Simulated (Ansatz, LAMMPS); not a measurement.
## Finding the fault: glassy 88SiO2-2K2O-2SrO-2CaO-5SnO2 (mol %) (118 atoms)

Program: Ansatz 0.2.0. The cell: 35 Si, 2 K, 1 Sr, 1 Ca, 2 Sn and 77 O.

input.yaml reads:

```yaml
crystal:
  lattice:
    - [11.96288, 0.0, 0.0]
    - [0.0, 11.96288, 0.0]
    - [0.0, 0.0, 11.96288]
  atoms:
    - { symbol: Si, position: [0.95915, 0.06426, 0.26553] }
    - { symbol: Si, position: [0.02119, 0.77939, 0.02869] }
    - { symbol: Si, position: [0.29767, 0.63153, 0.71921] }
    - { symbol: Si, position: [0.65405, 0.73357, 0.84826] }
    - { symbol: Si, position: [0.32707, 0.26758, 0.57164] }
    - { symbol: Si, position: [0.84634, 0.84551, 0.70258] }
    - { symbol: Si, position: [0.87123, 0.085, 0.81291] }
    - { symbol: Si, position: [0.93268, 0.56767, 0.90023] }
    - { symbol: Si, position: [0.94543, 0.7764, 0.27252] }
    - { symbol: Si, position: [0.54228, 0.35242, 0.94029] }
    - { symbol: Si, position: [0.26325, 0.52973, 0.28415] }
    - { symbol: Si, position: [0.92804, 0.36471, 0.07343] }
    - { symbol: Si, position: [0.0466, 0.04774, 0.0054] }
    - { symbol: Si, position: [0.43667, 0.0239, 0.86538] }
    - { symbol: Si, position: [0.76303, 0.19725, 0.17224] }
    - { symbol: Si, position: [0.40892, 0.03433, 0.60237] }
    - { symbol: Si, position: [0.56223, 0.2279, 0.32856] }
    - { symbol: Si, position: [0.29478, 0.13689, 0.04045] }
    [... 94 atom lines left out ...]
    - { symbol: O, position: [0.93606, 0.93466, 0.26762] }
    - { symbol: O, position: [0.06783, 0.28224, 0.77212] }
    - { symbol: O, position: [0.88862, 0.48348, 0.01147] }
    - { symbol: O, position: [0.03722, 0.48745, 0.85869] }
    - { symbol: O, position: [0.27787, 0.85556, 0.20375] }
    - { symbol: O, position: [0.30243, 0.5776, 0.40209] }
kpoints:
  mp_grid: { grid: [1, 1, 1] }
hamiltonian:
  xc: pbe
  hubbard: { sites: [{ species: Si, l: f, u_eff: 4.0 }] }
scf:
  occupations: { method: fixed }
  max_iter: 100
output:
  forces: true
```

On the command line:

```bash
ansatz run input.yaml --threads 4 --pin off --max-ram 8192MiB --backend cpu --events-out ev --progress --plain --runs-dir out
```

The program printed:

```text
Error: inconsistent input (hamiltonian.hubbard.sites[].l, hamiltonian.hubbard.sites[].shell): the file of Si doesn't list 4f, and it can't be added: PBE doesn't bind the shell 4f of the free atom, whose level lies at +1.08 eV. Type an atom or ion with it (hamiltonian.pseudopotentials.projection_atoms), take another file or name another shell
```

It took 0.11 s on 4 threads of Arm Neoverse V2, shared host; peak memory 0.09 GiB.

**Question.** What is wrong with this input, and how is it mended?

A U on a shell that isn't there: hamiltonian.hubbard.sites = [{"species": "Si", "l": "f", "u_eff": 4.0}].

The fix is to take out hamiltonian.hubbard.sites.

The program refused it before any cycle.

[Logs are printed without paths, hosts, clocks, repeated set-up lines and the standing remarks that a program may print on its own settings, such as how far it seeks lower states.]

[Hosts, paths, dates, database ids (printed as entryN), source tags and the programs' standing remarks are cut or masked in the printed files.]
